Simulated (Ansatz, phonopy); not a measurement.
# ScAl3 (Pm-3m): a volume series of phonon spectra, part 3 of 3

Wanted: mode Grüneisen parameters of ScAl3 and a free-energy fit over volumes. The starting cell is a computed one from a database.

Ansatz 0.2.0; DFT PBEsol, scalar-relativistic, plane waves, PAW; PAW set soft_1.

So far. Step 8 (A cell at another volume, V/V0 0.985): The run ends at a pressure of 1.43 GPa. Step 9 (Lattice dynamics at this volume, V/V0 0.985): No mode is imaginary beyond numerical noise at the solved wavevectors. The highest zone-centre mode (no LO–TO term) moved by +2.4 % for a volume change of -1.5 %.

## Step 10: A cell at another volume, V/V0 1.03

Symmetry fixes every atom, so a single point at the scaled cell gives the energy and pressure of this member.

The cell differs from the one that the last finished run ended in (a 4.051 → 4.111 Å, b 4.051 → 4.111 Å, c 4.051 → 4.111 Å).

File input.yaml:

```yaml
crystal:
  lattice:
    - [4.1112813269, 0.0, 0.0]
    - [0.0, 4.1112813269, 0.0]
    - [0.0, 0.0, 4.1112813269]
  atoms:
    - { symbol: Sc, position: [0.0, 0.0, 0.0] }
    - { symbol: Al, position: [0.5, 0.0, 0.5] }
    - { symbol: Al, position: [0.0, 0.5, 0.5] }
    - { symbol: Al, position: [0.5, 0.5, 0.0] }
kpoints:
  mp_grid: { grid: [10, 10, 10] }
hamiltonian:
  xc: pbesol
  pseudopotentials: { kind: paw, azcp: { folder: soft_1 }, xc_functional: pbe }
scf:
  occupations: { method: methfessel_paxton, width: 0.2 }
  lower_state_search: "off"
output:
  forces: true
  stress: true
  eigenvalues: true
```

Started as:

```bash
ansatz run input.yaml --threads 8 --pin off --max-ram 16384MiB --backend cpu --events-out ev --progress --plain --runs-dir out
```

Numbers of over 12 decimals in the logs are rounded to 6 here.

The program printed:

```text
[...]
Crystal: 4 atoms, lattice volume = 69.491 Å³
Basis set: ecut = 420 eV, 1357 PW (Γ), exchange–correlation on 60×60×60 points (8 copies of the dense FFT grid, shifted against one another)
Bands: 14, of which v1, the nominal top of the filled ones, is band 10 counted from 1 (9 counted from 0)
Symmetry: 48 space group operations
[...]
k-points: 56 of 1000
[...]
--- Band table (eV; the first three rows and the last of 56) ---
  k-point 0: bands = [... 6 lower, 6.3270, 7.1388, 7.1388, 7.1388, 10.1527, 10.2200, 10.2200, 10.2200]
  k-point 1: bands = [... 6 lower, 6.3992, 7.1512, 7.1512, 7.6580, 10.1649, 10.1649, 10.2482, 10.5350]
  k-point 2: bands = [... 6 lower, 6.6099, 7.1821, 7.1821, 8.2821, 10.0484, 10.0484, 10.3247, 11.3236]
  k-point 55: bands = [... 6 lower, 4.1710, 4.5238, 6.0054, 6.0054, 6.0054, 9.8067, 11.4900, 11.4900]
[key lines of the parts left out:]
SCF converged after 7 iterations
Free energy (F): -3686.890379 eV
Fermi energy:    8.943664 eV
P = ⅓ Tr σ = -2.5438 GPa (-25.438 kbar)
```

It took 0.73 s on 8 threads of Arm Neoverse V1, shared host; peak memory 0.42 GiB.

The run ends at a pressure of -2.54 GPa.

## Step 11: Lattice dynamics at this volume, V/V0 1.03

The same q-mesh and k-mesh are kept at every volume, so that much of their error can cancel in the differences.

input.yaml, as its differences from that of step 10:

```diff
@@ -19,4 +19,11 @@
 output:
-  forces: true
-  stress: true
   eigenvalues: true
+phonons:
+  method: dfpt
+  qmesh: [2, 2, 2]
+  temperatures: { t_max: 1000, t_step: 50 }
+  qpath:
+    path:
+      - [[0.0, 0.0, 0.0], [0.0, 0.5, 0.0], [0.5, 0.5, 0.0], [0.0, 0.0, 0.0], [0.5, 0.5, 0.5], [0.0, 0.5, 0.0]]
+      - [[0.5, 0.5, 0.5], [0.5, 0.5, 0.0]]
+    npoints: 10
```

The program printed:

```text
[...]
Crystal: 4 atoms, lattice volume = 69.491 Å³
Basis set: ecut = 420 eV, 1357 PW (Γ), exchange–correlation on 60×60×60 points (8 copies of the dense FFT grid, shifted against one another)
Bands: 14, of which v1, the nominal top of the filled ones, is band 10 counted from 1 (9 counted from 0)
Symmetry: 48 space group operations
k-points: 56 of 1000
[...]
k-point 55: bands = [... 6 lower, 4.1710, 4.5238, 6.0054, 6.0054, 6.0054, 9.8067, 11.4900, 11.4900]
[...]
ASR residual: 1.043e-5 → 0.000e0 eV/Å²; symmetrization residual: 2.654e-6 eV/Å²
  ASR residual per site (eV/Å²): 8.35e-6 1.04e-5 1.04e-5 1.04e-5
[...]
--- Phonons (arbitrary-q DFPT): 4 irreducible q on the 2×2×2 mesh ---
[...]
interpolated dispersion: 62 rows × 12 modes
[...]
[key lines of the parts left out:]
SCF converged after 9 iterations
Free energy (F): -3686.890379 eV
Fermi energy:    8.943671 eV
```

Elapsed: 58 s, on 8 threads; peak memory 0.87 GiB; 7.1 min of CPU time.

No LO-TO term. The phonon branches at the labelled points (cm⁻¹):

| point | branch 1 | branch 2 | branch 3 | branch 4 | branch 9 | branch 10 | branch 11 | branch 12 |
| --- | --- | --- | --- | --- | --- | --- | --- | --- |
| Γ | 0 | 0 | 0 | 232 | 248 | 321 | 321 | 321 |
| halfway | 96 | 96 | 134 | 223 | 258 | 302 | 313 | 313 |
| X | 169 | 169 | 181 | 181 | 273 | 273 | 300 | 300 |
| halfway | 168 | 171 | 191 | 195 | 273 | 282 | 287 | 304 |
| M | 164 | 180 | 180 | 217 | 247 | 294 | 299 | 299 |
| halfway | 113 | 132 | 185 | 209 | 272 | 298 | 302 | 308 |
| Γ | 0 | 0 | 0 | 232 | 248 | 321 | 321 | 321 |
| halfway | 135 | 135 | 203 | 203 | 249 | 285 | 313 | 313 |
| R | 144 | 144 | 176 | 176 | 270 | 328 | 328 | 328 |
| halfway | 166 | 172 | 179 | 190 | 256 | 290 | 302 | 319 |
| X | 169 | 169 | 181 | 181 | 273 | 273 | 300 | 300 |
| jump to R | 144 | 144 | 176 | 176 | 270 | 328 | 328 | 328 |
| halfway | 154 | 177 | 177 | 178 | 264 | 314 | 314 | 315 |
| M | 164 | 180 | 180 | 217 | 247 | 294 | 299 | 299 |

No mode is imaginary beyond numerical noise at the solved wavevectors. The highest zone-centre mode (no LO–TO term) moved by -4.7 % for a volume change of +3.0 %.

## Step 12: A cell at another volume, V/V0 0.97

Symmetry fixes every atom, so a single point at the scaled cell gives the energy and pressure of this member.

The cell differs from the one that the last finished run ended in (a 4.111 → 4.030 Å, b 4.111 → 4.030 Å, c 4.111 → 4.030 Å).

input.yaml, the sections that differ from step 11:

```yaml
crystal:
  lattice:
    - [4.02984831, 0.0, 0.0]
    - [0.0, 4.02984831, 0.0]
    - [0.0, 0.0, 4.02984831]
  atoms:
    - { symbol: Sc, position: [0.0, 0.0, 0.0] }
    - { symbol: Al, position: [0.5, 0.0, 0.5] }
    - { symbol: Al, position: [0.0, 0.5, 0.5] }
    - { symbol: Al, position: [0.5, 0.5, 0.0] }
output:
  forces: true
  stress: true
  eigenvalues: true
  write_density: true
  write_potential: true
  elf: true
  volumetric_format: npy
# kpoints, hamiltonian, scf: as in step 11
# phonons: removed
```

The program printed:

```text
[...]
Crystal: 4 atoms, lattice volume = 65.443 Å³
Basis set: ecut = 420 eV, 1309 PW (Γ), exchange–correlation on 54×54×54 points (8 copies of the dense FFT grid, shifted against one another)
Bands: 14, of which v1, the nominal top of the filled ones, is band 10 counted from 1 (9 counted from 0)
Symmetry: 48 space group operations
[...]
k-points: 56 of 1000
[...]
P = ⅓ Tr σ = 2.9687 GPa (29.687 kbar)
--- Band table (eV; the first three rows and the last of 56) ---
  k-point 0: bands = [... 6 lower, 6.9151, 7.7710, 7.7710, 7.7710, 10.8047, 10.9126, 10.9126, 10.9126]
  k-point 1: bands = [... 6 lower, 6.9874, 7.7783, 7.7783, 8.2767, 10.8605, 10.8605, 10.9439, 11.2089]
  k-point 2: bands = [... 6 lower, 7.1966, 7.7946, 7.7946, 8.9039, 10.7540, 10.7540, 11.0290, 12.0462]
  k-point 55: bands = [... 6 lower, 4.7324, 4.9651, 6.6084, 6.6084, 6.6084, 10.6156, 12.3117, 12.3117]
[key lines of the parts left out:]
SCF converged after 7 iterations
Free energy (F): -3686.888596 eV
Fermi energy:    9.607965 eV
```

It took 1 s on 8 threads; peak memory 0.42 GiB; 5.8 s of CPU time.

The run ends at a pressure of 2.97 GPa.

## Step 13: Phonons, V/V0 0.97

The same q-mesh and k-mesh are kept at every volume, so that much of their error can cancel in the differences.

input.yaml, the sections that differ from step 12:

```yaml
output:
  eigenvalues: true
phonons:
  method: dfpt
  qmesh: [2, 2, 2]
  temperatures: { t_max: 1000, t_step: 50 }
  qpath:
    path:
      - [[0.0, 0.0, 0.0], [0.0, 0.5, 0.0], [0.5, 0.5, 0.0], [0.0, 0.0, 0.0], [0.5, 0.5, 0.5], [0.0, 0.5, 0.0]]
      - [[0.5, 0.5, 0.5], [0.5, 0.5, 0.0]]
    npoints: 10
# crystal, kpoints, hamiltonian, scf: as in step 12
```

The program printed:

```text
[...]
Crystal: 4 atoms, lattice volume = 65.443 Å³
Basis set: ecut = 420 eV, 1309 PW (Γ), exchange–correlation on 54×54×54 points (8 copies of the dense FFT grid, shifted against one another)
Bands: 14, of which v1, the nominal top of the filled ones, is band 10 counted from 1 (9 counted from 0)
Symmetry: 48 space group operations
k-points: 56 of 1000
[...]
k-point 55: bands = [... 6 lower, 4.7324, 4.9651, 6.6085, 6.6085, 6.6085, 10.6156, 12.3117, 12.3117]
[...]
ASR residual: 8.646e-6 → 0.000e0 eV/Å²; symmetrization residual: 2.646e-6 eV/Å²
  ASR residual per site (eV/Å²): 8.55e-6 8.65e-6 8.65e-6 8.65e-6
[...]
--- Phonons (arbitrary-q DFPT): 4 irreducible q on the 2×2×2 mesh ---
[...]
interpolated dispersion: 62 rows × 12 modes
[...]
[key lines of the parts left out:]
SCF converged after 9 iterations
Free energy (F): -3686.888596 eV
Fermi energy:    9.607970 eV
```

The job ended after 54 s (8 threads; peak memory 0.82 GiB).

No LO-TO term. The phonon branches at the labelled points (cm⁻¹):

| point | branch 1 | branch 2 | branch 3 | branch 4 | branch 9 | branch 10 | branch 11 | branch 12 |
| --- | --- | --- | --- | --- | --- | --- | --- | --- |
| Γ | 0 | 0 | 0 | 256 | 272 | 354 | 354 | 354 |
| halfway | 107 | 107 | 149 | 246 | 282 | 334 | 345 | 345 |
| X | 188 | 188 | 198 | 198 | 304 | 304 | 329 | 329 |
| halfway | 183 | 187 | 211 | 215 | 301 | 310 | 318 | 335 |
| M | 179 | 197 | 197 | 233 | 284 | 326 | 328 | 328 |
| halfway | 123 | 146 | 206 | 230 | 301 | 329 | 333 | 339 |
| Γ | 0 | 0 | 0 | 256 | 272 | 354 | 354 | 354 |
| halfway | 148 | 148 | 224 | 224 | 272 | 319 | 345 | 345 |
| R | 162 | 162 | 192 | 192 | 309 | 364 | 364 | 364 |
| halfway | 183 | 189 | 197 | 209 | 290 | 321 | 335 | 352 |
| X | 188 | 188 | 198 | 198 | 304 | 304 | 329 | 329 |
| jump to R | 162 | 162 | 192 | 192 | 309 | 364 | 364 | 364 |
| halfway | 171 | 194 | 194 | 199 | 302 | 348 | 348 | 349 |
| M | 179 | 197 | 197 | 233 | 284 | 326 | 328 | 328 |

No mode is imaginary beyond numerical noise at the solved wavevectors. The highest zone-centre mode (no LO–TO term) moved by +4.9 % for a volume change of -3.0 %.

## Step 14: A cell at another volume, V/V0 1.05

Symmetry fixes every atom, so a single point at the scaled cell gives the energy and pressure of this member.

The cell differs from the one that the last finished run ended in (a 4.030 → 4.138 Å, b 4.030 → 4.138 Å, c 4.030 → 4.138 Å).

input.yaml, the sections that differ from step 13:

```yaml
crystal:
  lattice:
    - [4.1377211618, 0.0, 0.0]
    - [0.0, 4.1377211618, 0.0]
    - [0.0, 0.0, 4.1377211618]
  atoms:
    - { symbol: Sc, position: [0.0, 0.0, 0.0] }
    - { symbol: Al, position: [0.5, 0.0, 0.5] }
    - { symbol: Al, position: [0.0, 0.5, 0.5] }
    - { symbol: Al, position: [0.5, 0.5, 0.0] }
output:
  forces: true
  stress: true
  eigenvalues: true
# kpoints, hamiltonian, scf: as in step 13
# phonons: removed
```

The program printed:

```text
[...]
Crystal: 4 atoms, lattice volume = 70.841 Å³
Basis set: ecut = 420 eV, 1357 PW (Γ), exchange–correlation on 60×60×60 points (8 copies of the dense FFT grid, shifted against one another)
Bands: 14, of which v1, the nominal top of the filled ones, is band 10 counted from 1 (9 counted from 0)
Symmetry: 48 space group operations
[...]
k-points: 56 of 1000
[...]
P = ⅓ Tr σ = -4.0327 GPa (-40.327 kbar)
--- Band table (eV; the first three rows and the last of 56) ---
  k-point 0: bands = [... 6 lower, 6.1420, 6.9446, 6.9446, 6.9446, 9.9493, 10.0025, 10.0025, 10.0025]
  k-point 1: bands = [... 6 lower, 6.2142, 6.9584, 6.9584, 7.4655, 9.9469, 9.9469, 10.0297, 10.3250]
  k-point 2: bands = [... 6 lower, 6.4251, 6.9932, 6.9932, 8.0878, 9.8284, 9.8284, 10.1035, 11.0982]
  k-point 55: bands = [... 6 lower, 3.9963, 4.3881, 5.8211, 5.8211, 5.8211, 9.5567, 11.2327, 11.2327]
[key lines of the parts left out:]
SCF converged after 7 iterations
Free energy (F): -3686.862577 eV
Fermi energy:    8.735900 eV
```

It took 0.75 s on 8 threads; peak memory 0.42 GiB.

The run ends at a pressure of -4.03 GPa.

## Step 15: Lattice dynamics at this volume, V/V0 1.05

The same q-mesh and k-mesh are kept at every volume, so that much of their error can cancel in the differences.

input.yaml, as its differences from that of step 14:

```diff
@@ -19,4 +19,11 @@
 output:
-  forces: true
-  stress: true
   eigenvalues: true
+phonons:
+  method: dfpt
+  qmesh: [2, 2, 2]
+  temperatures: { t_max: 1000, t_step: 50 }
+  qpath:
+    path:
+      - [[0.0, 0.0, 0.0], [0.0, 0.5, 0.0], [0.5, 0.5, 0.0], [0.0, 0.0, 0.0], [0.5, 0.5, 0.5], [0.0, 0.5, 0.0]]
+      - [[0.5, 0.5, 0.5], [0.5, 0.5, 0.0]]
+    npoints: 10
```

The program printed:

```text
[...]
Crystal: 4 atoms, lattice volume = 70.841 Å³
Basis set: ecut = 420 eV, 1357 PW (Γ), exchange–correlation on 60×60×60 points (8 copies of the dense FFT grid, shifted against one another)
Bands: 14, of which v1, the nominal top of the filled ones, is band 10 counted from 1 (9 counted from 0)
Symmetry: 48 space group operations
k-points: 56 of 1000
[...]
k-point 55: bands = [... 6 lower, 3.9963, 4.3881, 5.8211, 5.8211, 5.8211, 9.5567, 11.2327, 11.2327]
[...]
ASR residual: 1.435e-5 → 0.000e0 eV/Å²; symmetrization residual: 3.071e-6 eV/Å²
  ASR residual per site (eV/Å²): 1.09e-5 1.43e-5 1.43e-5 1.43e-5
[...]
--- Phonons (arbitrary-q DFPT): 4 irreducible q on the 2×2×2 mesh ---
[...]
interpolated dispersion: 62 rows × 12 modes
[...]
[key lines of the parts left out:]
SCF converged after 9 iterations
Free energy (F): -3686.862577 eV
Fermi energy:    8.735907 eV
```

Run time: 60 s. Hardware: 8 threads; peak memory 0.87 GiB; 7.2 min of CPU time.

No mode is imaginary beyond numerical noise at the solved wavevectors. The highest zone-centre mode (no LO–TO term) moved by -7.7 % for a volume change of +5.0 %.

## Step 16: Mode Grüneisen parameters

This step: DFT PBEsol, scalar-relativistic, plane waves, PAW; PAW set soft_1 (phonopy 4.10.0).

Numbers from this step:

```yaml
share_of_modes_with_a_negative_grueneisen_parameter: 0
```

Mean Grüneisen, by row:

| T (K) | heat-capacity-weighted mean | root mean square |
| --- | --- | --- |
| 50 | 1.593 | 1.599 |
| 100 | 1.6 | 1.608 |
| 200 | 1.608 | 1.616 |
| 300 | 1.61 | 1.619 |
| 500 | 1.611 | 1.62 |
| 800 | 1.612 | 1.62 |

Table of mean mode Grueneisen parameter by wavenumber:

| wavenumber (cm⁻¹) | mean mode Grueneisen parameter |
| --- | --- |
| 6 | - |
| 17 | - |
| 29 | - |
| 40 | 1.74 |
| 52 | 1.65 |
| 63 | 1.59 |
| 75 | 1.68 |
| 86 | 1.62 |
| 98 | 1.58 |
| 109 | 1.61 |
| 121 | 1.63 |
| 132 | 1.58 |
| 144 | 1.55 |
| 155 | 1.58 |
| 167 | 1.59 |
| 178 | 1.6 |
| 190 | 1.56 |
| 201 | 1.6 |
| 213 | 1.58 |
| 224 | 1.59 |
| 236 | 1.52 |
| 247 | 1.51 |
| 259 | 1.6 |
| 270 | 1.7 |
| 282 | 1.77 |
| 293 | 1.7 |
| 305 | 1.71 |
| 316 | 1.64 |
| 328 | 1.63 |
| 339 | 1.68 |

Volume series, by row:

| V/V0 | V (Å³/atom) | pressure (GPa) | E - E0 (meV/atom) | gap (eV) | zero-point energy (meV/atom) | lowest on the path (cm⁻¹) | highest at Gamma without the LO-TO term (cm⁻¹) |
| --- | --- | --- | --- | --- | --- | --- | --- |
| 0.97 | 16.36 | 2.969 | 4.503 | 0 | 47.52 | 0 | 353.6 |
| 0.985 | 16.61 | 1.427 | 1.079 | 0 | 46.38 | 0 | 345.2 |
| 1 | 16.87 | 0 | 0 | 0 | 45.27 | 0 | 337.1 |
| 1.015 | 17.12 | -1.321 | 1.091 | 0 | 44.19 | 0 | 329.1 |
| 1.03 | 17.37 | -2.544 | 4.189 | 0 | 43.12 | 0 | 321.2 |
| 1.05 | 17.71 | -4.033 | 11.18 | 0 | 41.72 | 0 | 311 |

The optical frequency at Gamma without the LO-TO term by V/V0:

| V/V0 | mode 4 (cm⁻¹) | mode 7 (cm⁻¹) | mode 10 (cm⁻¹) |
| --- | --- | --- | --- |
| 0.9700 | 256 | 272 | 354 |
| 0.9850 | 250 | 266 | 345 |
| 1.0000 | 244 | 260 | 337 |
| 1.0150 | 238 | 254 | 329 |
| 1.0300 | 232 | 248 | 321 |
| 1.0500 | 224 | 240 | 311 |

Grüneisen at points, by row:

| point | branch | frequency (cm⁻¹) | mode Grüneisen parameter |
| --- | --- | --- | --- |
| Γ | 4 | 243.8 | 1.69 |
| Γ | 7 | 259.8 | 1.54 |
| Γ | 10 | 337.1 | 1.6 |
| X | 1 | 178.3 | 1.73 |
| X | 3 | 189.3 | 1.54 |
| X | 5 | 233.6 | 1.87 |
| X | 6 | 240.8 | 1.68 |
| X | 7 | 271.2 | 1.57 |
| X | 8 | 278.6 | 1.38 |
| X | 9 | 288.3 | 1.76 |
| X | 11 | 314.2 | 1.59 |
| M | 1 | 171.5 | 1.47 |
| M | 2 | 188.3 | 1.43 |
| M | 4 | 225 | 1.14 |
| M | 5 | 231.4 | 1.67 |
| M | 6 | 247.7 | 1.58 |
| M | 7 | 252.7 | 1.68 |
| M | 9 | 265.6 | 2.32 |
| M | 10 | 309.5 | 1.71 |
| M | 11 | 312.8 | 1.53 |
| R | 1 | 152.6 | 1.91 |
| R | 3 | 184 | 1.43 |
| R | 6 | 235.7 | 1.13 |
| R | 9 | 289 | 2.24 |
| R | 10 | 345.6 | 1.71 |

## Step 17: Free-energy fit

Numbers from this step:

| Item | Value |
| --- | --- |
| volume expansion coefficient at 300 K | 41.38 1e-6/K |
| isothermal bulk modulus at 300 K | 85.92 GPa |
| C_P at 300 K | 22.77 J/mol-atom/K |
| Grüneisen parameter at 300 K | 1.643 |

The energy (each curve on its own zero) by volume; values in meV/atom:

| volume (Å³/atom) | static | F at 0 K | F at 300 K | F at 1000 K |
| --- | --- | --- | --- | --- |
| 16.361 | 4.5 | 7.32 | 9.86 | 20.6 |
| 16.614 | 1.08 | 2.76 | 4.34 | 10.9 |
| 16.867 | 0 | 0.57 | 1.17 | 3.57 |
| 17.120 | 1.09 | 0.58 | 0.16 | -1.67 |
| 17.373 | 4.19 | 2.61 | 1.16 | -4.94 |
| 17.710 | 11.2 | 8.21 | 5.35 | -6.5 |

Phonopy-qha, vinet fit of F(V) at each temperature; no electronic free energy. Qha vinet, by row:

| T (K) | fitted volume (Å³/atom) | alpha_V (1e-6/K) | B_T (GPa) | C_P (J/mol-atom/K) | Grueneisen |
| --- | --- | --- | --- | --- | --- |
| 100 | 17 | 18.24 | 89.19 | 10.32 | 1.599 |
| 150 | 17.02 | 29.03 | 88.49 | 16.36 | 1.617 |
| 200 | 17.05 | 35.22 | 87.68 | 19.69 | 1.629 |
| 250 | 17.08 | 38.93 | 86.81 | 21.59 | 1.637 |
| 300 | 17.12 | 41.38 | 85.92 | 22.77 | 1.643 |
| 350 | 17.15 | 43.14 | 85 | 23.56 | 1.649 |
| 400 | 17.19 | 44.53 | 84.08 | 24.12 | 1.655 |
| 450 | 17.23 | 45.69 | 83.15 | 24.56 | 1.66 |
| 500 | 17.27 | 46.71 | 82.21 | 24.91 | 1.666 |
| 550 | 17.31 | 47.64 | 81.26 | 25.2 | 1.672 |
| 600 | 17.35 | 48.51 | 80.31 | 25.46 | 1.678 |
| 650 | 17.39 | 49.36 | 79.35 | 25.7 | 1.683 |
| 700 | 17.44 | 50.18 | 78.39 | 25.91 | 1.689 |
| 750 | 17.48 | 51 | 77.42 | 26.11 | 1.695 |
| 800 | 17.53 | 51.82 | 76.45 | 26.31 | 1.702 |

The volume expansion coefficient, phonopy-qha, Vinet by temperature:

| temperature (K) | volume expansion coefficient, phonopy-qha, Vinet (1e-6/K) |
| --- | --- |
| 75 | 11.0 |
| 100 | 18.2 |
| 125 | 24.3 |
| 150 | 29.0 |
| 175 | 32.5 |
| 200 | 35.2 |
| 225 | 37.3 |
| 250 | 38.9 |
| 275 | 40.3 |
| 300 | 41.4 |
| 325 | 42.3 |
| 350 | 43.1 |
| 375 | 43.9 |
| 400 | 44.5 |
| 425 | 45.1 |
| 450 | 45.7 |
| 475 | 46.2 |
| 500 | 46.7 |
| 525 | 47.2 |
| 550 | 47.6 |
| 575 | 48.1 |
| 600 | 48.5 |
| 625 | 48.9 |
| 650 | 49.4 |
| 675 | 49.8 |
| 700 | 50.2 |
| 725 | 50.6 |
| 750 | 51 |
| 775 | 51.4 |
| 800 | 51.8 |

The fit gives a volume expansion of 41.4 × 10⁻⁶/K at 300 K.

## Step 18: What came out

```yaml
volume_expansion_coefficient_at_300_k: 41.38 1e-6/K
isothermal_bulk_modulus_at_300_k: 85.92 GPa
c_p_at_300_k: 22.77 J/mol-atom/K
grueneisen_parameter_at_300_k: 1.643
mean_mode_grueneisen_parameter_at_300_k: 1.61
```

In words: Near room temperature ScAl3 expands by 41.4 × 10⁻⁶/K in volume by PBEsol, with C_P = 22.8 J/(mol K) per mole of atoms and B_T = 85.9 GPa. The q-mesh is coarse, and the expansion can converge slowly with it. The table stops at 800 K because beyond it the fitted volume comes within 1 % of the largest computed cell, where the fit loses its support. C_P at room temperature is 91 % of the classical 3R an atom, so the stiffest modes are still partly frozen out. The fit leaves out the electrons' free energy, which adds to C_P and to the expansion of a metal at high temperature. The heat-capacity-weighted Grüneisen parameter goes from 1.59 at 50 K to 1.61 at 800 K. Weighting γ by the density of states and each mode's heat capacity at 300 K, modes below 120 cm⁻¹ give about 3 % of the sum of γC that drives the expansion, those up to 230 cm⁻¹ 37 % and the rest 60 %. Among the labelled points γ is largest for branch 9 at M (266 cm⁻¹, 2.3) and smallest for branch 6 at R (236 cm⁻¹, 1.1). The program warned that a few bands missed the eigensolver's threshold in at least one of the runs. The PAW files were made for PBE and are used here under another functional, for which the program regenerates the frozen cores.

Comparison with the measured values:

| quantity | measured | PBEsol |
| --- | --- | --- |
| lattice constant a (Å) | 4.103 | 4.071 (-0.8 %) |

Measured values from pmc:8067998 (2021).

**Verdict.** The lattice constant a is off by -0.8 %: fair agreement. The grades are ours: good and fair within 0.7 and 1.5 % for the lattice constant a. For lattice constants the calculation has a static lattice, without zero-point motion or thermal expansion (measured at up to 300 K).

[Logs are printed without paths, hosts, clocks, repeated set-up lines and the standing remarks that a program may print on its own settings, such as how far it seeks lower states.]

[Hosts, paths, dates, database ids (printed as entryN), source tags and the programs' standing remarks are cut or masked in the printed files.]

[A step with changed settings may run another functional than the one named; its input shows which.]


